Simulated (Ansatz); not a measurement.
# BeB2Mo2, from a guessed structure to a relaxed one, part 2 of 2

This structure for BeB2Mo2 is made up. Its elements were placed in a known structure type with a cell scaled to their sizes. What cell does the guess relax to, and how far off was it?

Ansatz 0.2.0; DFT, PBEsol, plane-wave PAW, files of the set soft_1, scalar-relativistic, no spin, cell and ions relaxed at zero pressure; PAW set soft_1 (the session's first sound run).

So far: The starting structure; Relaxation of the guess. The relaxed cell has a, b, c = 3.146, 4.527, 6.788 Å (conventional setting).

## 3. Electronic structure of the relaxed cell

With the geometry fixed, one more self-consistent run, with a narrower smearing and the mesh shown in its input, gives the bands, and its pressure, and its forces where symmetry allows any, show how far the geometry depends on these settings.

This step: DFT, PBEsol, plane-wave PAW, files of the set soft_1, scalar-relativistic, no spin, bands and density of states at the relaxed cell; PAW set soft_1 (Ansatz 0.2.0).

Contents of input.yaml:

```yaml
crystal:
  lattice:
    - [-1.5729869613, 2.2633115141, 3.3939071192]
    - [1.5729869613, -2.2633115141, 3.3939071192]
    - [1.5729869613, 2.2633115141, -3.3939071192]
  atoms:
    - { symbol: Mo, position: [0.2936228902, 0.7936228902, 0.5] }
    - { symbol: Mo, position: [0.7063771098, 0.2063771098, 0.5] }
    - { symbol: B, position: [0.292531541, 0.5, 0.792531541] }
    - { symbol: B, position: [0.707468459, 0.5, 0.207468459] }
    - { symbol: Be, position: [0.0, 0.0, 0.0] }
kpoints:
  mp_grid: { grid: [12, 12, 12] }
  band_path:
    path:
      - [[0.0, 0.0, 0.0], [-0.30370199, 0.30370199, 0.30370199], [-0.16488252, 0.16488252, 0.44252145], [0.0, 0.0, 0.5], [0.25, 0.25, 0.25], [0.0, 0.5, 0.0], [0.30370199, 0.69629801, -0.30370199], [0.5, 0.5, -0.5], [0.0, 0.0, 0.0], [0.36118054, -0.36118054, 0.36118054], [0.5, 0.0, 0.0], [0.25, 0.25, 0.25]]
      - [[0.16488252, -0.16488252, 0.55747855], [0.36118054, -0.36118054, 0.36118054]]
      - [[0.63881946, 0.36118054, -0.36118054], [0.5, 0.5, -0.5]]
    npoints: 6
scf:
  occupations: { method: fermi_dirac, width: 0.03 }
  n_extra_bands: 9
hamiltonian:
  xc: pbesol
  pseudopotentials: { kind: paw, azcp: { folder: soft_1 }, xc_functional: pbe }
output:
  forces: true
  stress: true
  write_bands: true
  dos: { projected: true }
  write_density: true
  write_potential: true
  elf: true
  volumetric_format: npy
```

Run with:

```
$ ansatz run input.yaml --threads 4 --pin off --max-ram 8192MiB --backend cpu --events-out ev --progress --plain --runs-dir out
```

Numbers of over 12 decimals in the logs are rounded to 6 here.

The program printed:

```text
[...]
Crystal: 5 atoms, lattice volume = 48.331 Å³
Basis set: ecut = 420 eV, 961 PW (Γ), exchange–correlation on 60×60×60 points (8 copies of the dense FFT grid, shifted against one another)
Bands: 27, of which v1, the nominal top of the filled ones, is band 18 counted from 1 (17 counted from 0)
Symmetry: 8 space group operations
[...]
k-points: 280 of 1728
[...]
SCF iter   1: F=—  HF=-10198.542548 eV  |F-HF|=—  |Δ(HF+E_count)|=         —  Δρ=1.59e-1  dr2=2.20e1  ethr=3.10e-3  ⟨swp⟩=5.9  Hψ=34815  notcnv=0
[...]
SCF iter   8: F=-10192.953687 eV  HF=-10192.953687 eV  |F-HF|=1.64e-9  |Δ(HF+E_count)|=   2.99e-8  Δρ=2.36e-6  dr2=2.67e-9  ethr=2.78e-10  ⟨swp⟩=12.8  Hψ=47751  notcnv=0
SCF 1 converged in 8 iterations: F = -10192.953687 eV  dr2 = 2.67e-9
[...]
NSCF: frozen V_eff on 81 k-points
SCF converged after 8 iterations
Free energy (F): -10192.953687 eV
[...]
Internal energy: -10192.945750 eV  (E = F + TS)
E sigma→0 (E₀):  -10192.949719 eV
Entropy (-TS):   -0.007937 eV (-1.587 meV/atom)
Fermi energy:    18.240178 eV
[...]
--- Forces (eV/Å), atoms counted from 1 ---
  atom   1  Mo     0.00000000     0.00000000     0.07983705
  atom   2  Mo     0.00000000     0.00000000    -0.07983705
  atom   3  B      0.00000000     0.01991068     0.00000000
  atom   4  B      0.00000000    -0.01991068     0.00000000
  atom   5  Be     0.00000000     0.00000000     0.00000000
  max |Σ_I F_I| component: 1.39e-17 eV/Å
--- Stress (GPa, compression-positive) ---
       -0.377838       0.000000       0.000000
        0.000000       0.029225       0.000000
        0.000000       0.000000       0.254364
  P = ⅓ Tr σ = -0.0314 GPa (-0.314 kbar)
--- Band table (eV; the first three rows and the last of 280) ---
  k-point 0: bands = [... 14 lower, 14.8006, 15.3554, 17.1926, 19.1396, 19.2291, 20.6591, 21.3118, 22.6919, ... 5 higher]
  k-point 1: bands = [... 14 lower, 14.8127, 15.2340, 16.8523, 19.0925, 19.1448, 20.5030, 21.6648, 22.7784, ... 5 higher]
  k-point 2: bands = [... 14 lower, 14.9528, 15.1580, 16.0712, 18.7933, 19.1068, 20.2540, 22.0011, 22.0511, ... 5 higher]
  k-point 279: bands = [... 14 lower, 15.6167, 15.9905, 17.3000, 18.1526, 18.2044, 18.2172, 18.5362, 19.0241, ... 5 higher]
```

The job ended after 5.5 s (4 threads of Intel Xeon Platinum 8375C at 2.90GHz (Ice Lake), shared host; peak memory 0.63 GiB; 21 s of CPU time).

The column dr2 measures how far the density is from self-consistency, as an energy; F and HF (Harris–Foulkes) agree once it is small.

Numbers from this step:

```yaml
free_energy: -10192.9537 eV
energy_at_zero_smearing: -10192.9497 eV
smearing_term_ts: 0.007937 eV
fermi_energy: 18.24 eV
pressure: -0.03142 GPa
```

From bands.tsv, the bands that come nearest the Fermi level along the path, at its corners, in eV from the Fermi level:

| point | band 15 | band 16 | band 17 | band 18 | band 19 | band 20 | band 21 | band 22 |
| --- | --- | --- | --- | --- | --- | --- | --- | --- |
| Γ | -3.44 | -2.88 | -1.05 | 0.90 | 0.99 | 2.42 | 3.07 | 4.45 |
| X | -4.40 | -3.27 | -2.60 | -0.04 | 0.98 | 1.16 | 2.05 | 2.59 |
| L | -4.04 | -2.80 | -2.32 | -0.36 | 0.81 | 1.36 | 2.07 | 2.20 |
| T | -3.74 | -2.26 | -1.96 | 0.04 | 1.40 | 1.60 | 2.02 | 2.15 |
| W | -3.07 | -2.28 | -1.49 | -1.09 | -0.79 | 1.69 | 1.86 | 3.84 |
| R | -3.96 | -3.74 | -2.71 | 0.43 | 1.60 | 2.34 | 3.09 | 3.32 |
| X1 | -4.40 | -3.27 | -2.60 | -0.04 | 0.98 | 1.16 | 2.05 | 2.59 |
| Z | -2.62 | -2.25 | -0.94 | -0.09 | -0.04 | -0.02 | 0.30 | 0.78 |
| Γ | -3.44 | -2.88 | -1.05 | 0.90 | 0.99 | 2.42 | 3.07 | 4.45 |
| Y | -2.88 | -1.75 | -1.71 | -0.94 | -0.73 | 0.30 | 0.77 | 2.31 |
| S | -3.03 | -2.70 | -1.99 | -0.53 | -0.50 | 0.85 | 1.11 | 3.27 |
| W | -3.07 | -2.28 | -1.49 | -1.09 | -0.79 | 1.69 | 1.86 | 3.84 |
| L1 | -4.04 | -2.80 | -2.32 | -0.36 | 0.81 | 1.36 | 2.07 | 2.20 |
| Y | -2.88 | -1.75 | -1.71 | -0.94 | -0.73 | 0.30 | 0.77 | 2.31 |
| Y1 | -2.88 | -1.75 | -1.71 | -0.94 | -0.73 | 0.30 | 0.77 | 2.31 |
| Z | -2.62 | -2.25 | -0.94 | -0.09 | -0.04 | -0.02 | 0.30 | 0.78 |

Counts of states for the cell as run, both spins, by energy window (eV from the Fermi level):

```csv
from,to,total
-8,-7,0.72
-7,-6,1.41
-6,-5,2.03
-5,-4,2.67
-4,-3,4.31
-3,-2,2.78
-2,-1,0.95
-1,0,1.87
0,1,2.24
1,2,2.58
2,3,1.83
3,4,2.61
4,5,1.61
5,6,1.80
```

A further 19.3 states lie below the table's range.

Force by atom:

```csv
atom,x (eV/Å),y (eV/Å),z (eV/Å),size
Mo1,0.0000,0.0000,0.0798,0.0798
Mo2,0.0000,0.0000,-0.0798,0.0798
B3,0.0000,0.0199,0.0000,0.0199
B4,0.0000,-0.0199,0.0000,0.0199
Be5,0.0000,0.0000,0.0000,0.0000
```

Electrostatic potential energy in the bc plane of the conventional cell at fractional x = 0.000, with atoms of Mo and B and Be within 0.2 Å of it. With pseudopotentials it is smooth inside the atoms' cores, unlike the true potential.

Values in eV, 20 rows by 14 columns, each cell a mean:
```
-21 -10  10  17  17  15  12  11  13  16  18  15   1 -17
 -1   7  15  17  13   2 -11 -14  -5   9  16  16  12   2
 15  17  18  16   4 -22 -43 -47 -34  -9  12  17  17  16
 19  19  19  14  -5 -38 -55 -55 -50 -22   7  17  19  19
 19  19  19  14  -4 -36 -54 -55 -48 -20   8  17  19  19
 18  19  19  16   7 -17 -36 -40 -28  -4  13  18  19  18
 18  18  18  17  14   7  -3  -6   1  11  16  17  18  18
 17  15  10   9  13  15  14  14  15  14  11   9  13  16
 14   2 -16 -18  -4  13  17  18  16   6 -13 -19  -8  10
 10 -10 -25 -24 -18   8  18  19  15  -5 -24 -24 -22   3
 12  -6 -23 -24 -13  10  18  19  15   0 -22 -24 -18   6
 16  10  -2  -4   6  15  17  17  16  12   0  -5   4  14
 18  17  16  15  15  12   8   7  10  14  15  15  16  17
 18  18  19  17  11  -4 -20 -23 -13   5  15  18  19  18
 18  19  19  15   1 -28 -48 -51 -40 -13  11  18  19  19
 19  19  19  14  -6 -39 -55 -55 -51 -23   7  17  19  19
 18  18  18  15  -2 -32 -52 -54 -45 -17   9  17  19  18
  9  13  17  16   9 -10 -28 -32 -20   1  14  17  15  11
-12  -2  12  17  16  11   3   1   7  14  17  16   6  -9
-27 -14   8  17  18  17  15  14  16  18  18  14  -3 -22
```
Columns run along b (4.5 Å; values clipped at the 3rd and 97th percentile), rows up along c (6.8 Å), edges of the conventional cell, whose origin can differ from the input's. Atoms in or near the plane, at fractional coordinates: Mo at (0.50, 0.79), Mo at (0.50, 0.21), B at (0.79, 0.50), B at (0.21, 0.50), Be at (0.00, 0.00).

Valence density in the bc plane of the conventional cell at fractional x = 0.000, with atoms of Mo and B and Be within 0.2 Å of it. It is the smooth field of the valence electrons, not physical close to the nuclei.

Ten even steps from '_' (0.1 e/Å³) to '@' (7.1 e/Å³), each cell a mean:
```
____________________________
____________..::..__________
__________--**##==..________
________..++@@@@##--________
________..++@@@@##::________
__________::++++--..________
____________....____________
____________________________
____________________________
____________________________
____________________________
____________________________
____________________________
__________..::--::__________
________..--##%%++::________
________..++@@@@%%--________
________..==%%@@**::________
__________..--==::__________
____________________________
____________________________
```
Columns run along b (4.5 Å), rows up along c (6.8 Å), edges of the conventional cell, whose origin can differ from the input's. Atoms in or near the plane, at fractional coordinates: Mo at (0.50, 0.79), Mo at (0.50, 0.21), B at (0.79, 0.50), B at (0.21, 0.50), Be at (0.00, 0.00).

ELF in the bc plane of the conventional cell at fractional x = 0.000, with atoms of Mo and B and Be within 0.2 Å of it. It is the smooth field of the valence electrons, not physical close to the nuclei.

Ten even steps from '_' (0.00) to '@' (0.69), each cell a mean:
```
__..==++==----------==++::__
--==++==::==****++::--++++==
####**----##@@@@@@++::==**##
****++--++@@%%##@@%%--==****
++++++--++@@%%##@@##--==++++
==++++==--**@@@@%%++--++++==
++**####++--==++====**%%##++
##%%@@@@@@**----==##@@@@%%##
@@##++++##%%++==##%%**==**%%
@@**..__==%%**++##**..__--@@
@@##::::++%%**++####--..==%%
%%%%%%%%@@##==--**%%%%##%%%%
**##%%@@##==------++%%@@%%**
==++**++==++##%%**--==****++
==++++--==%%@@@@@@**--==++==
++**++--++@@%%**@@%%--==****
####++--==@@@@%%@@##--==**##
++****--::++%%@@##==--++****
..::++==----====----==++==..
____==++++==----====++++::__
```
Columns run along b (4.5 Å), rows up along c (6.8 Å), edges of the conventional cell, whose origin can differ from the input's. Atoms in or near the plane, at fractional coordinates: Mo at (0.50, 0.79), Mo at (0.50, 0.21), B at (0.79, 0.50), B at (0.21, 0.50), Be at (0.00, 0.00).

## 4. Results

| Item | Value |
| --- | --- |
| space group, relaxed | Immm |
| conventional cell | a = 3.146, b = 4.527, c = 6.788 Å; α = 90.0°, β = 90.0°, γ = 90.0° |
| volume per atom | 9.67 Å³ (guess 10.09) |

BeB2Mo2 relaxes to Immm with a = 3.146, b = 4.527 and c = 6.788 Å. The guessed volume was 4 % too large. The space group Immm was held in the relaxation, so the end point is a stationary structure within it and may be a saddle against distortions or other arrangements. Bands cross the Fermi level, so it is a metal or semimetal at this level. On the 12×12×12 mesh with the narrower smearing (relaxed on 10×10×10) the largest force component is 0.080 eV/Å and the largest stress component is 0.378 GPa, against the relaxation's thresholds of 0.015 eV/Å and 0.05 GPa. The cutoff wasn't tested. No dispersion term is used, so weakly bound directions may come out too long. The runs have no spin, and magnetism wasn't tested. Nothing here tests whether the compound is stable against decomposition.

[Logs are printed without paths, hosts, clocks, repeated set-up lines and the standing remarks that a program may print on its own settings, such as how far it seeks lower states.]

[Hosts, paths, dates, database ids (printed as entryN), source tags and the programs' standing remarks are cut or masked in the printed files.]
